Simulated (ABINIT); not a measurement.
# KGeH3 (Pm-3m): zone-centre phonons, part 3 of 4

Which modes does KGeH3 (Pm-3m) have at the zone centre?

ABINIT 10.8.3; DFT PBE, scalar-relativistic, plane waves, PseudoDojo norm-conserving pseudopotentials.

So far. Step 5 (Relaxation): The volume changes by -0.6 % in this run and stands -21.1 % from the first cell. Step 7 (Zone-centre response): The acoustic modes at Γ come out as far as 1.2 cm⁻¹ from zero, where they should vanish, a small numerical error. The lowest optical mode is imaginary, 1594i cm⁻¹, an instability at this level and on this k mesh. The relaxed cell has a = 4.075 Å (conventional setting).

The structure was built from a prototype and need not be the compound's stable phase.

## 8. Zone-centre analysis

anaddb reads the merged derivatives and imposes the acoustic sum rule.

The input, anaddb.abi:

```
ddb_filepath "gamma_DDB"
output_file "anaddb.abo"
outdata_prefix "anaddb"
asr 1
chneut 1
enunit 2
eivec 1
nph1l 1
qph1l 0.0 0.0 0.0 1.0
```

The input, mrgddb.in:

```
gamma_DDB
merged
2
dfpt_gammao_DDB
gso_DDB
```

Command:

```console
mrgddb < mrgddb.in > mrgddb.log
OMP_NUM_THREADS=1 anaddb anaddb.abi > anaddb.log
```

anaddb.abo, the main output file:

```text
-outvars_anaddb: echo values of input variables ----------------------

 Miscellaneous information :
      enunit         2
       eivec         1
         asr         1
 First list of wavevector (reduced coord.) :
       nph1l         1
       qph1l
                     0.00000000E+00  0.00000000E+00  0.00000000E+00    1.000E+00

================================================================================

 read the DDB information and perform some checks

  ==== Info on the Cryst% object ====
 Real(R)+Recip(G) space primitive vectors, cartesian coordinates (Bohr,Bohr^-1):
 R(1)=  7.7012042  0.0000000  0.0000000  G(1)=  0.1298498  0.0000000  0.0000000
 R(2)=  0.0000000  7.7012042  0.0000000  G(2)=  0.0000000  0.1298498  0.0000000
 R(3)=  0.0000000  0.0000000  7.7012042  G(3)=  0.0000000  0.0000000  0.1298498
 Unit cell volume ucvol=  4.5674723E+02 bohr^3
 Angles (23,13,12)=  9.00000000E+01  9.00000000E+01  9.00000000E+01 degrees
 Time-reversal symmetry is present
 Reduced atomic positions [iatom, xred, symbol]:
    1)    0.0000000  0.0000000  0.0000000   K
    2)    0.5000000  0.5000000  0.5000000  Ge
    3)    0.5000000  0.5000000  0.0000000   H
    4)    0.5000000  0.0000000  0.5000000   H
    5)    0.0000000  0.5000000  0.5000000   H

 DDB file with 3 blocks has been read.

================================================================================

 Treat the first list of vectors

  Phonon wavevector (reduced coordinates) :  0.00000  0.00000  0.00000
 Phonon energies in Hartree :
  -7.264599E-03 -7.264599E-03 -7.264599E-03 -1.314499E-08 -1.296958E-08
  -1.242964E-08  5.334362E-04  5.334362E-04  5.334362E-04  2.946082E-03
   2.946082E-03  2.946082E-03  3.160303E-03  3.160303E-03  3.160303E-03
 Phonon energies in meV     :
- -1.976798E+02 -1.976798E+02 -1.976798E+02 -3.576935E-04 -3.529202E-04
- -3.382279E-04  1.451554E+01  1.451554E+01  1.451554E+01  8.016697E+01
-  8.016697E+01  8.016697E+01  8.599623E+01  8.599623E+01  8.599623E+01
 Phonon frequencies in cm-1    :
- -1.594395E+03 -1.594395E+03 -1.594395E+03 -2.884993E-03 -2.846493E-03
- -2.727992E-03  1.170757E+02  1.170757E+02  1.170757E+02  6.465903E+02
-  6.465903E+02  6.465903E+02  6.936064E+02  6.936064E+02  6.936064E+02
 Phonon frequencies in Thz     :
- -4.779877E+01 -4.779877E+01 -4.779877E+01 -8.648991E-05 -8.533572E-05
- -8.178313E-05  3.509842E+00  3.509842E+00  3.509842E+00  1.938429E+01
-  1.938429E+01  1.938429E+01  2.079380E+01  2.079380E+01  2.079380E+01
 Phonon energies in Kelvin  :
- -2.293979E+03 -2.293979E+03 -2.293979E+03 -4.150861E-03 -4.095469E-03
- -3.924971E-03  1.684458E+02  1.684458E+02  1.684458E+02  9.302991E+02
-  9.302991E+02  9.302991E+02  9.979448E+02  9.979448E+02  9.979448E+02

 Eigendisplacements
 (will be given, for each mode : in cartesian coordinates
   for each atom the real part of the displacement vector,
   then the imaginary part of the displacement vector - absolute values smaller than 1.0d-7 are set to zero)
  Mode number    1   Energy   -7.264599E-03
 Attention : low frequency mode.
   (Could be unstable or acoustic mode)
-  1  5.29150158E-05  0.00000000E+00  0.00000000E+00
-     0.00000000E+00  0.00000000E+00  0.00000000E+00
-  2  2.79478947E-04  0.00000000E+00  0.00000000E+00
-     0.00000000E+00  0.00000000E+00  0.00000000E+00
-  3  5.04675066E-04  0.00000000E+00  0.00000000E+00
-     0.00000000E+00  0.00000000E+00  0.00000000E+00
-  4  5.04675066E-04  6.69718287E-07  0.00000000E+00
-     0.00000000E+00  0.00000000E+00  0.00000000E+00
-  5 -2.31951225E-02  0.00000000E+00  0.00000000E+00
-     0.00000000E+00  0.00000000E+00  0.00000000E+00
  Mode number    2   Energy   -7.264599E-03
 Attention : low frequency mode.
   (Could be unstable or acoustic mode)
-  1  0.00000000E+00  5.29150158E-05  0.00000000E+00
-     0.00000000E+00  0.00000000E+00  0.00000000E+00
-  2  0.00000000E+00  2.79478947E-04  0.00000000E+00
-     0.00000000E+00  0.00000000E+00  0.00000000E+00
-  3  0.00000000E+00  5.04675066E-04  0.00000000E+00
-     0.00000000E+00  0.00000000E+00  0.00000000E+00
-  4  0.00000000E+00 -2.31951225E-02  0.00000000E+00
-     0.00000000E+00  0.00000000E+00  0.00000000E+00
-  5 -6.69718287E-07  5.04675066E-04  0.00000000E+00
-     0.00000000E+00  0.00000000E+00  0.00000000E+00
  Mode number    3   Energy   -7.264599E-03
 Attention : low frequency mode.
   (Could be unstable or acoustic mode)
-  1  0.00000000E+00  0.00000000E+00  5.29150158E-05
-     0.00000000E+00  0.00000000E+00  0.00000000E+00
-  2  0.00000000E+00  0.00000000E+00  2.79478947E-04
-     0.00000000E+00  0.00000000E+00  0.00000000E+00
-  3  0.00000000E+00  0.00000000E+00 -2.31951225E-02
-     0.00000000E+00  0.00000000E+00  0.00000000E+00
-  4  0.00000000E+00  0.00000000E+00  5.04675066E-04
-     0.00000000E+00  0.00000000E+00  0.00000000E+00
-  5  0.00000000E+00  0.00000000E+00  5.04675066E-04
-     0.00000000E+00  0.00000000E+00  0.00000000E+00
  Mode number    4   Energy   -1.314499E-08
 Attention : low frequency mode.
   (Could be unstable or acoustic mode)
-  1  0.00000000E+00  0.00000000E+00  2.18668893E-03
-     0.00000000E+00  0.00000000E+00  0.00000000E+00
-  2  0.00000000E+00  0.00000000E+00  2.18661719E-03
-     0.00000000E+00  0.00000000E+00  0.00000000E+00
-  3  0.00000000E+00  0.00000000E+00  2.18661451E-03
-     0.00000000E+00  0.00000000E+00  0.00000000E+00
-  4  0.00000000E+00  0.00000000E+00  2.18656864E-03
-     0.00000000E+00  0.00000000E+00  0.00000000E+00
-  5  0.00000000E+00  0.00000000E+00  2.18656864E-03
-     0.00000000E+00  0.00000000E+00  0.00000000E+00
  Mode number    5   Energy   -1.296958E-08
 Attention : low frequency mode.
   (Could be unstable or acoustic mode)
-  1  0.00000000E+00 -2.18668893E-03  0.00000000E+00
-     0.00000000E+00  0.00000000E+00  0.00000000E+00
-  2  0.00000000E+00 -2.18661719E-03  0.00000000E+00
-     0.00000000E+00  0.00000000E+00  0.00000000E+00
-  3  0.00000000E+00 -2.18656864E-03  0.00000000E+00
-     0.00000000E+00  0.00000000E+00  0.00000000E+00
-  4  0.00000000E+00 -2.18661451E-03  0.00000000E+00
-     0.00000000E+00  0.00000000E+00  0.00000000E+00
-  5  0.00000000E+00 -2.18656864E-03  0.00000000E+00
-     0.00000000E+00  0.00000000E+00  0.00000000E+00
  Mode number    6   Energy   -1.242964E-08
 Attention : low frequency mode.
   (Could be unstable or acoustic mode)
-  1  2.18668893E-03  0.00000000E+00  0.00000000E+00
-     0.00000000E+00  0.00000000E+00  0.00000000E+00
-  2  2.18661719E-03  0.00000000E+00  0.00000000E+00
-     0.00000000E+00  0.00000000E+00  0.00000000E+00
-  3  2.18656864E-03  0.00000000E+00  0.00000000E+00
-     0.00000000E+00  0.00000000E+00  0.00000000E+00
-  4  2.18656864E-03  0.00000000E+00  0.00000000E+00
-     0.00000000E+00  0.00000000E+00  0.00000000E+00
-  5  2.18661451E-03  0.00000000E+00  0.00000000E+00
-     0.00000000E+00  0.00000000E+00  0.00000000E+00
  Mode number    7   Energy    5.334362E-04
-  1  0.00000000E+00 -1.22823777E-07  3.03922934E-03
-     0.00000000E+00  0.00000000E+00  0.00000000E+00
-  2  0.00000000E+00  0.00000000E+00 -1.59108132E-03
-     0.00000000E+00  0.00000000E+00  0.00000000E+00
-  3  0.00000000E+00  0.00000000E+00 -1.15821882E-03
-     0.00000000E+00  0.00000000E+00  0.00000000E+00
-  4  0.00000000E+00  0.00000000E+00 -1.05999254E-03
-     0.00000000E+00  0.00000000E+00  0.00000000E+00
-  5  0.00000000E+00  0.00000000E+00 -1.05999254E-03
-     0.00000000E+00  0.00000000E+00  0.00000000E+00
  Mode number    8   Energy    5.334362E-04
-  1  1.86287030E-07 -3.03922933E-03 -1.22824078E-07
-     0.00000000E+00  0.00000000E+00  0.00000000E+00
-  2  0.00000000E+00  1.59108132E-03  0.00000000E+00
-     0.00000000E+00  0.00000000E+00  0.00000000E+00
-  3  0.00000000E+00  1.05999254E-03  0.00000000E+00
-     0.00000000E+00  0.00000000E+00  0.00000000E+00
-  4  0.00000000E+00  1.15821882E-03  0.00000000E+00
-     0.00000000E+00  0.00000000E+00  0.00000000E+00
-  5  0.00000000E+00  1.05999254E-03  0.00000000E+00
-     0.00000000E+00  0.00000000E+00  0.00000000E+00
  Mode number    9   Energy    5.334362E-04
-  1  3.03922933E-03  1.86287229E-07  0.00000000E+00
-     0.00000000E+00  0.00000000E+00  0.00000000E+00
-  2 -1.59108132E-03  0.00000000E+00  0.00000000E+00
-     0.00000000E+00  0.00000000E+00  0.00000000E+00
-  3 -1.05999254E-03  0.00000000E+00  0.00000000E+00
-     0.00000000E+00  0.00000000E+00  0.00000000E+00
-  4 -1.05999254E-03  0.00000000E+00  0.00000000E+00
-     0.00000000E+00  0.00000000E+00  0.00000000E+00
-  5 -1.15821882E-03  0.00000000E+00  0.00000000E+00
-     0.00000000E+00  0.00000000E+00  0.00000000E+00
  Mode number   10   Energy    2.946082E-03
-  1  0.00000000E+00  0.00000000E+00  0.00000000E+00
-     0.00000000E+00  0.00000000E+00  0.00000000E+00
-  2  0.00000000E+00  0.00000000E+00  0.00000000E+00
-     0.00000000E+00  0.00000000E+00  0.00000000E+00
-  3  0.00000000E+00  3.12701167E-07  0.00000000E+00
-     0.00000000E+00  0.00000000E+00  0.00000000E+00
-  4  0.00000000E+00  0.00000000E+00  1.64963404E-02
-     0.00000000E+00  0.00000000E+00  0.00000000E+00
-  5  0.00000000E+00 -3.12701167E-07 -1.64963404E-02
-     0.00000000E+00  0.00000000E+00  0.00000000E+00
  Mode number   11   Energy    2.946082E-03
-  1  0.00000000E+00  0.00000000E+00  0.00000000E+00
-     0.00000000E+00  0.00000000E+00  0.00000000E+00
-  2  0.00000000E+00  0.00000000E+00  0.00000000E+00
-     0.00000000E+00  0.00000000E+00  0.00000000E+00
-  3  1.26084468E-06 -1.64963404E-02  0.00000000E+00
-     0.00000000E+00  0.00000000E+00  0.00000000E+00
-  4 -1.26084468E-06  0.00000000E+00  3.12701166E-07
-     0.00000000E+00  0.00000000E+00  0.00000000E+00
-  5  0.00000000E+00  1.64963404E-02 -3.12701166E-07
-     0.00000000E+00  0.00000000E+00  0.00000000E+00
  Mode number   12   Energy    2.946082E-03
-  1  0.00000000E+00  0.00000000E+00  0.00000000E+00
-     0.00000000E+00  0.00000000E+00  0.00000000E+00
-  2  0.00000000E+00  0.00000000E+00  0.00000000E+00
-     0.00000000E+00  0.00000000E+00  0.00000000E+00
-  3  1.64963404E-02  1.26084468E-06  0.00000000E+00
-     0.00000000E+00  0.00000000E+00  0.00000000E+00
-  4 -1.64963404E-02  0.00000000E+00  0.00000000E+00
-     0.00000000E+00  0.00000000E+00  0.00000000E+00
-  5  0.00000000E+00 -1.26084468E-06  0.00000000E+00
-     0.00000000E+00  0.00000000E+00  0.00000000E+00
  Mode number   13   Energy    3.160303E-03
-  1  0.00000000E+00  0.00000000E+00 -9.72794430E-05
-     0.00000000E+00  0.00000000E+00  0.00000000E+00
-  2  0.00000000E+00  0.00000000E+00 -4.05232564E-04
-     0.00000000E+00  0.00000000E+00  0.00000000E+00
-  3  0.00000000E+00 -1.66135213E-07  3.49332244E-04
-     0.00000000E+00  0.00000000E+00  0.00000000E+00
-  4  0.00000000E+00  0.00000000E+00  1.63085832E-02
-     0.00000000E+00  0.00000000E+00  0.00000000E+00
-  5  0.00000000E+00 -1.66135213E-07  1.63085832E-02
-     0.00000000E+00  0.00000000E+00  0.00000000E+00
  Mode number   14   Energy    3.160303E-03
-  1  0.00000000E+00 -9.72794415E-05  0.00000000E+00
-     0.00000000E+00  0.00000000E+00  0.00000000E+00
-  2  0.00000000E+00 -4.05232558E-04  0.00000000E+00
-     0.00000000E+00  0.00000000E+00  0.00000000E+00
-  3 -2.86947557E-06  1.63085829E-02  0.00000000E+00
-     0.00000000E+00  0.00000000E+00  0.00000000E+00
-  4 -2.86947557E-06  3.49332239E-04  1.66131428E-07
-     0.00000000E+00  0.00000000E+00  0.00000000E+00
-  5  0.00000000E+00  1.63085829E-02  1.66131428E-07
-     0.00000000E+00  0.00000000E+00  0.00000000E+00
  Mode number   15   Energy    3.160303E-03
-  1  9.72794415E-05  0.00000000E+00  0.00000000E+00
-     0.00000000E+00  0.00000000E+00  0.00000000E+00
-  2  4.05232558E-04  0.00000000E+00  0.00000000E+00
-     0.00000000E+00  0.00000000E+00  0.00000000E+00
-  3 -1.63085829E-02 -2.86947535E-06  0.00000000E+00
-     0.00000000E+00  0.00000000E+00  0.00000000E+00
-  4 -1.63085829E-02  0.00000000E+00  0.00000000E+00
-     0.00000000E+00  0.00000000E+00  0.00000000E+00
-  5 -3.49332239E-04 -2.86947535E-06  0.00000000E+00
-     0.00000000E+00  0.00000000E+00  0.00000000E+00

 Analysis of degeneracies and characters (maximum tolerance=1.00E-06 a.u.)
 For each vibration mode, or group of modes if degenerate,
 the characters are given for each symmetry operation (see the list in the log file).
 Symmetry characters of vibration mode #   1
       degenerate with vibration modes #   2 to    3
  3.0 -3.0 -1.0  1.0 -1.0  1.0 -1.0  1.0  1.0 -1.0 -1.0  1.0  1.0 -1.0 -1.0  1.0
  0.0 -0.0 -0.0  0.0 -0.0  0.0  0.0 -0.0  1.0 -1.0 -1.0  1.0 -1.0  1.0  1.0 -1.0
  0.0 -0.0 -0.0  0.0  0.0 -0.0 -0.0  0.0  1.0 -1.0  1.0 -1.0 -1.0  1.0 -1.0  1.0
 Symmetry characters of vibration mode #   4
       degenerate with vibration modes #   5 to    6
  3.0 -3.0 -1.0  1.0 -1.0  1.0 -1.0  1.0  1.0 -1.0 -1.0  1.0  1.0 -1.0 -1.0  1.0
  0.0 -0.0  0.0 -0.0 -0.0  0.0 -0.0  0.0  1.0 -1.0 -1.0  1.0 -1.0  1.0  1.0 -1.0
  0.0 -0.0 -0.0  0.0 -0.0  0.0  0.0 -0.0  1.0 -1.0  1.0 -1.0 -1.0  1.0 -1.0  1.0
 Symmetry characters of vibration mode #   7
       degenerate with vibration modes #   8 to    9
  3.0 -3.0 -1.0  1.0 -1.0  1.0 -1.0  1.0  1.0 -1.0 -1.0  1.0  1.0 -1.0 -1.0  1.0
  0.0 -0.0  0.0 -0.0 -0.0  0.0 -0.0  0.0  1.0 -1.0 -1.0  1.0 -1.0  1.0  1.0 -1.0
  0.0 -0.0 -0.0  0.0 -0.0  0.0  0.0 -0.0  1.0 -1.0  1.0 -1.0 -1.0  1.0 -1.0  1.0
 Symmetry characters of vibration mode #  10
       degenerate with vibration modes #  11 to   12
  3.0 -3.0 -1.0  1.0 -1.0  1.0 -1.0  1.0 -1.0  1.0  1.0 -1.0 -1.0  1.0  1.0 -1.0
 -0.0  0.0 -0.0  0.0  0.0 -0.0  0.0 -0.0 -1.0  1.0  1.0 -1.0  1.0 -1.0 -1.0  1.0
 -0.0  0.0  0.0 -0.0  0.0 -0.0 -0.0  0.0 -1.0  1.0 -1.0  1.0  1.0 -1.0  1.0 -1.0
 Symmetry characters of vibration mode #  13
       degenerate with vibration modes #  14 to   15
  3.0 -3.0 -1.0  1.0 -1.0  1.0 -1.0  1.0  1.0 -1.0 -1.0  1.0  1.0 -1.0 -1.0  1.0
  0.0 -0.0  0.0 -0.0 -0.0  0.0 -0.0  0.0  1.0 -1.0 -1.0  1.0 -1.0  1.0  1.0 -1.0
  0.0 -0.0 -0.0  0.0 -0.0  0.0  0.0 -0.0  1.0 -1.0  1.0 -1.0 -1.0  1.0 -1.0  1.0
-
```

It took 0.53 s on 1 thread of Arm Neoverse V1, shared host.

No LO-TO term; unit eigenvectors of the mass-weighted matrix, from anaddb's displacements. The modes at Γ (shares of kinetic energy by element, %) (negative means imaginary):

```tsv
mode	frequency (cm⁻¹)	symmetry	K %	Ge %	H %
1	-1594.4	T1u	0	1	99
2	-1594.4	T1u	0	1	99
3	-1594.4	T1u	0	1	99
4	0.0	acoustic	34	63	3
5	0.0	acoustic	34	63	3
6	0.0	acoustic	34	63	3
7	117.1	T1u	66	34	1
8	117.1	T1u	66	34	1
9	117.1	T1u	66	34	1
10	646.6	T2u	0	0	100
11	646.6	T2u	0	0	100
12	646.6	T2u	0	0	100
13	693.6	T1u	0	2	98
14	693.6	T1u	0	2	98
15	693.6	T1u	0	2	98
```

Displacements in mode 3 (-1594.4 cm⁻¹), the largest set to 1:
```
K1   0.00  0.00  0.00
Ge2  0.00  0.00  0.01
H3   0.00  0.00 -1.00
H4   0.00  0.00  0.02
H5   0.00  0.00  0.02
```

Displacements in mode 10 (646.6 cm⁻¹), the largest set to 1:
```
K1   0.00  0.00  0.00
Ge2  0.00  0.00  0.00
H3   0.00  0.00  0.00
H4   0.00  0.00  1.00
H5   0.00  0.00 -1.00
```

The rule moves no optical mode by more than 0.2 cm⁻¹.

(Continued in part 4 of 4.)

[Host names and launcher messages were left out of these logs when they were recorded.]

[Logs are printed without paths, hosts, clocks, repeated set-up lines and the standing remarks that a program may print on its own settings, such as how far it seeks lower states.]

[Hosts, paths, dates, database ids (printed as entryN), source tags and the programs' standing remarks are cut or masked in the printed files.]
